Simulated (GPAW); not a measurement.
**Al3BP4 (ordered alloy, started on the zincblende lattice) (P-43m): G0W0 with GPAW, start to end**

How does a plane-wave GW calculation on Al3BP4 (ordered alloy, started on the zincblende lattice) (P-43m) run from the first input to the gap?

Program: GPAW 26.7.0. Level of theory: PBE and many-body steps on it, plane waves. Values are calculated unless marked as measured.

Report form: inputs, costs, results and the conclusion, without the logs.

The structure was built from a prototype and need not be the compound's stable phase.

## 1. Set-up

Symmetry: P-43m, No. 215, cubic system. The conventional cell has a = 5.280 Å, b = 5.280 Å, c = 5.280 Å, α = 90.00°, β = 90.00°, γ = 90.00°. B has 4 P at 2.07 Å nearest. Nearest to P lie 1 B at 2.07 Å and 3 Al at 2.37 Å. Nearest to Al lie 4 P at 2.37 Å. Farther neighbours, and contacts between anions beyond the nearest, are not listed.

The structure was relaxed with PBE. The structure type comes from a generator and need not be one that this composition takes. The runs that relaxed it are not among those shown.

## 2. Ground state

This step: GPAW 26.7.0; DFT, PBE, plane waves, PAW.

The ground-state density comes first.

Contents of run.py:

```python
import json
import numpy as np
from gpaw.mpi import world
from ase import Atoms
from gpaw import GPAW, PW, FermiDirac

atoms = Atoms(['B', 'P', 'Al', 'P', 'Al', 'P', 'Al', 'P'],
    cell=[[5.2801664507, 0.0000000000, 0.0000000000],
      [0.0000000000, 5.2801664507, 0.0000000000],
      [0.0000000000, 0.0000000000, 5.2801664507]],
    scaled_positions=[[0.0000000000, 0.0000000000, 0.0000000000],
      [0.2260499111, 0.2260499111, 0.2260499111],
      [0.5000000000, 0.5000000000, 0.0000000000],
      [0.7739500889, 0.7739500889, 0.2260499111],
      [0.5000000000, 0.0000000000, 0.5000000000],
      [0.7739500889, 0.2260499111, 0.7739500889],
      [0.0000000000, 0.5000000000, 0.5000000000],
      [0.2260499111, 0.7739500889, 0.7739500889]],
    pbc=(True, True, True))
calc = GPAW(mode=PW(600),
    xc='PBE',
    kpts={'size': (4, 4, 4), 'gamma': True},
    occupations=FermiDirac(0.001),
    nbands=-10,
    convergence={'density': 1e-6, 'bands': -3},
    maxiter=100,
    txt='gs.txt')
atoms.calc = calc
res = {'energy': atoms.get_potential_energy()}
kpts = calc.get_ibz_k_points()
res['kpts'] = kpts
res['eigenvalues'] = [calc.get_eigenvalues(kpt=k) for k in range(len(kpts))]
res['n_electrons'] = calc.get_number_of_electrons()
calc.write('gs.gpw')

if world.rank == 0:
    with open('result.json', 'w') as f:
        json.dump(res, f, default=lambda x: x.tolist())
```

Run with:

```console
mpirun -n 4 gpaw python run.py
```

The job ended after 11 s (4 MPI ranks of Arm Neoverse V1, shared host; peak memory 0.72 GiB).

Read from the output:

```
total energy               : -42.61 eV
gap                        : 1.036 eV
k of the valence top       : 0, 0, 0
k of the conduction bottom : 0.5, 0.5, 0.5
least direct gap           : 1.415 eV
```

The gap is indirect, with the least direct gap 0.38 eV higher.

## 3. Bands along the symmetry lines

Levels along a band path, at the cheap level, show where the edges lie and whether the meshes to come will hold them.

Contents of run.py:

```python
import json
import numpy as np
from gpaw.mpi import world
from gpaw import GPAW

path = [[0.000000, 0.000000, 0.000000],
    [0.000000, 0.062500, 0.000000],
    [0.000000, 0.125000, 0.000000],
    [0.000000, 0.187500, 0.000000],
    [0.000000, 0.250000, 0.000000],
    [0.000000, 0.312500, 0.000000],
    [0.000000, 0.375000, 0.000000],
    [0.000000, 0.437500, 0.000000],
    [0.000000, 0.500000, 0.000000],
    [0.062500, 0.500000, 0.000000],
    [0.125000, 0.500000, 0.000000],
    [0.187500, 0.500000, 0.000000],
    [0.250000, 0.500000, 0.000000],
    [0.312500, 0.500000, 0.000000],
    [0.375000, 0.500000, 0.000000],
    [0.437500, 0.500000, 0.000000],
    [0.500000, 0.500000, 0.000000],
    [0.437500, 0.437500, 0.000000],
    [0.375000, 0.375000, 0.000000],
    [0.312500, 0.312500, 0.000000],
    [0.250000, 0.250000, 0.000000],
    [0.187500, 0.187500, 0.000000],
    [0.125000, 0.125000, 0.000000],
    [0.062500, 0.062500, 0.000000],
    [0.000000, 0.000000, 0.000000],
    [0.062500, 0.062500, 0.062500],
    [0.125000, 0.125000, 0.125000],
    [0.187500, 0.187500, 0.187500],
    [0.250000, 0.250000, 0.250000],
    [0.312500, 0.312500, 0.312500],
    [0.375000, 0.375000, 0.375000],
    [0.437500, 0.437500, 0.437500],
    [0.500000, 0.500000, 0.500000],
    [0.437500, 0.500000, 0.437500],
    [0.375000, 0.500000, 0.375000],
    [0.312500, 0.500000, 0.312500],
    [0.250000, 0.500000, 0.250000],
    [0.187500, 0.500000, 0.187500],
    [0.125000, 0.500000, 0.125000],
    [0.062500, 0.500000, 0.062500],
    [0.000000, 0.500000, 0.000000],
    [0.500000, 0.500000, 0.500000],
    [0.500000, 0.500000, 0.437500],
    [0.500000, 0.500000, 0.375000],
    [0.500000, 0.500000, 0.312500],
    [0.500000, 0.500000, 0.250000],
    [0.500000, 0.500000, 0.187500],
    [0.500000, 0.500000, 0.125000],
    [0.500000, 0.500000, 0.062500],
    [0.500000, 0.500000, 0.000000]]
calc = GPAW('gs.gpw').fixed_density(kpts=path,
    symmetry='off',
    nbands=26,
    convergence={'bands': 22},
    txt='bands.txt')
res = {}
kpts = calc.get_ibz_k_points()
res['kpts'] = kpts
res['eigenvalues'] = [calc.get_eigenvalues(kpt=k) for k in range(len(kpts))]
res['n_electrons'] = calc.get_number_of_electrons()

if world.rank == 0:
    with open('result.json', 'w') as f:
        json.dump(res, f, default=lambda x: x.tolist())
```

Run with:

```console
mpirun -n 4 gpaw python run.py
```

Elapsed: 31 s, on 4 MPI ranks; peak memory 1 GiB; 2 min of CPU time.

Read from the output:

```yaml
gap: 1.036 eV
k_of_the_valence_top: 0, 0, 0
k_of_the_conduction_bottom: 0.5, 0.5, 0.5
least_direct_gap: 1.330 eV
```

The gap is 1.036 eV, as in the run before at this level.

Electronic bands along the path, in eV, zero at the top of the highest filled band:

| point | band 13 | band 14 | band 15 | band 16 | band 17 | band 18 | band 19 | band 20 |
| --- | --- | --- | --- | --- | --- | --- | --- | --- |
| Γ | -2.24 | 0.00 | 0.00 | 0.00 | 1.42 | 1.42 | 1.42 | 1.50 |
| halfway | -2.20 | -1.16 | -0.46 | -0.46 | 1.40 | 2.38 | 2.44 | 2.44 |
| X | -1.92 | -1.92 | -1.06 | -1.06 | 1.91 | 2.40 | 3.76 | 4.13 |
| halfway | -1.99 | -1.83 | -1.06 | -0.93 | 2.61 | 2.99 | 3.83 | 4.01 |
| M | -1.48 | -1.48 | -1.00 | -0.47 | 2.59 | 2.76 | 3.90 | 3.90 |
| halfway | -2.09 | -1.98 | -1.05 | -0.16 | 1.73 | 2.49 | 2.94 | 3.58 |
| Γ | -2.24 | 0.00 | 0.00 | 0.00 | 1.42 | 1.42 | 1.42 | 1.50 |
| halfway | -2.17 | -1.62 | -0.45 | -0.45 | 1.65 | 2.62 | 2.62 | 3.37 |
| R | -0.74 | -0.74 | -0.57 | -0.57 | 1.04 | 2.96 | 2.96 | 2.96 |
| halfway | -1.37 | -1.37 | -1.16 | -0.83 | 2.16 | 3.34 | 3.79 | 3.92 |
| X | -1.92 | -1.92 | -1.06 | -1.06 | 1.91 | 2.40 | 3.76 | 4.13 |
| jump to R | -0.74 | -0.74 | -0.57 | -0.57 | 1.04 | 2.96 | 2.96 | 2.96 |
| halfway | -1.30 | -1.30 | -0.90 | -0.50 | 1.87 | 3.15 | 3.93 | 3.93 |
| M | -1.48 | -1.48 | -1.00 | -0.47 | 2.59 | 2.76 | 3.90 | 3.90 |

## 4. Empty states on the mesh, 2×2×2 mesh, 505 bands

The sums over transitions need many empty states on a uniform mesh; this step solves for them.

Contents of run.py:

```python
import json
import numpy as np
from gpaw.mpi import world
from gpaw import GPAW

calc = GPAW('gs.gpw').fixed_density(kpts={'size': (2, 2, 2), 'gamma': True},
    parallel={'domain': 1, 'band': 1},
    txt='nscf.txt')
calc.diagonalize_full_hamiltonian(nbands=505)
calc.write('full.gpw', mode='all')
res = {}
kpts = calc.get_ibz_k_points()
res['kpts'] = kpts
res['eigenvalues'] = [calc.get_eigenvalues(kpt=k) for k in range(len(kpts))]
res['n_electrons'] = calc.get_number_of_electrons()

if world.rank == 0:
    with open('result.json', 'w') as f:
        json.dump(res, f, default=lambda x: x.tolist())
```

Run with:

```console
mpirun -n 4 gpaw python run.py
```

Elapsed: 2 min, on 4 MPI ranks; peak memory 6.8 GiB; 7.9 min of CPU time.

This step gave:

```yaml
gap: 1.036 eV
k_of_the_valence_top: 0, 0, 0
k_of_the_conduction_bottom: 0.5, 0.5, 0.5
least_direct_gap: 1.415 eV
k_points_computed: 4
lowest_point_of_the_top_converged_band_above_the_valence_top: 118.0462 eV
```

On this mesh the gap is 1.036 eV.

## 5. Screening and self-energy, 2×2×2 mesh, 230 bands, screening to 78 eV

G0W0 replaces the xc potential by the self-energy, built once from these orbitals. Only a window of levels is corrected, while the sums run over the empty bands that the input names.

This step: G0W0 on PBE, plane waves, PAW.

Contents of run.py:

```python
import json
import numpy as np
from gpaw.mpi import world
from gpaw.response.g0w0 import G0W0

gw = G0W0('full.gpw',
    filename='gw',
    kpts=[0, 3],
    bands=(14, 18),
    ecut=78,
    nbands=230,
    integrate_gamma='WS',
    ppa=True)
gw.calculate()
res = {mode: {k: v for k, v in r.items() if k != 'sigma_eskwn'}
       for mode, r in gw.all_results.items()}

if world.rank == 0:
    with open('result.json', 'w') as f:
        json.dump(res, f, default=lambda x: x.tolist())
```

Run with:

```console
mpirun -n 4 gpaw python run.py
```

Wall time 26 s (4 MPI ranks); peak memory 1.9 GiB; 1.7 min of CPU time.

Read from the output:

| Quantity | Value |
| --- | --- |
| G0W0 gap on the mesh | 1.668 eV |
| least direct G0W0 gap on the computed points | 1.865 eV |
| Z at the valence top | 0.7778 |
| Z at the conduction bottom | 0.7853 |
| starting gap on the mesh | 1.036 eV |
| k of the valence top | 0, 0, 0 |
| k of the conduction bottom | 0.5, 0.5, 0.5 |

The gap on the mesh goes from 1.04 eV to 1.67 eV, a correction of +0.63 eV.

Limits: finite bands, cutoff and mesh; coarse k mesh. v1 is the top filled band, c1 the lowest empty one. The levels before and after the correction (eV, zero at the valence-band top of each column):

```csv
,conduction bottom,valence top
Kohn-Sham,1.04,0.00
G0W0,1.67,0.00
```

|  | level | energy (eV) |
| --- | --- | --- |
| Kohn-Sham | Γ v2-v1 | 0.000 |
| Kohn-Sham | Γ c1-c2 | 1.415 |
| Kohn-Sham | (0.5 0.5 0.5) v2-v1 | -0.574 |
| Kohn-Sham | (0.5 0.5 0.5) c1 | 1.036 |
| Kohn-Sham | (0.5 0.5 0.5) c2 | 2.959 |
| G0W0 | Γ v2-v1 | 0.000 |
| G0W0 | Γ c1-c2 | 1.865 |
| G0W0 | (0.5 0.5 0.5) v2-v1 | -0.650 |
| G0W0 | (0.5 0.5 0.5) c1 | 1.668 |
| G0W0 | (0.5 0.5 0.5) c2 | 3.725 |

## 6. Where the time went

Times are wall times on 4 MPI ranks of Arm Neoverse V1, shared host, good to a factor of about two.

| step | time | share | memory (GiB) |
| --- | --- | --- | --- |
| ground state | 11 s | 6 % | 0.72 |
| bands along the symmetry lines | 31 s | 16 % | 1 |
| empty states on the mesh | 2 min | 64 % | 6.8 |
| screening and self-energy | 26 s | 14 % | 1.9 |

## 7. Outcome

* PBE gap: 1.04 eV, indirect
* G0W0 gap on the mesh: 1.67 eV
* GW settings: 2×2×2 mesh, 230 bands, screening to 78 eV, Godby-Needs plasmon pole
* known limits: short of the basis limit; coarse k mesh

**Reading.** G0W0 moves the gap on the mesh from 1.04 eV to 1.67 eV (+0.63 eV), with Z of 0.78 and 0.79 at the edges. The dearest step here is «empty states on the mesh». Bands and cutoff are finite, so the gap stands short of the basis limit, usually by up to a few tenths of an eV; the mesh is an error of its own. The 2×2×2 mesh is coarse for this cell, which bears on the long-range parts of exchange and screening.

[Long decimals in the printed logs are rounded to 6 places.]

[Logs are printed without paths, hosts, clocks, repeated set-up lines and the standing remarks that a program may print on its own settings, such as how far it seeks lower states.]

[Paths, hosts, dates, memory and timing lines, banners, echoed tables and standing remarks are left out of the program output; an Ansatz launch command may be rebuilt from the run's recorded settings. Measured values are a selection of at most five: reports struck by readers or far from the other reports are left out. None is set beside runs whose start may be inverted or whose files or cutoffs have a known fault.]

[Runs of the session that timed out or met a known fault of the program may be left out.]

[Hosts, paths, dates, database ids (printed as entryN), source tags and the programs' standing remarks are cut or masked in the printed files.]

[Where the starting crystal was built by hand or by swapping elements, it need not be the compound's stable phase.]
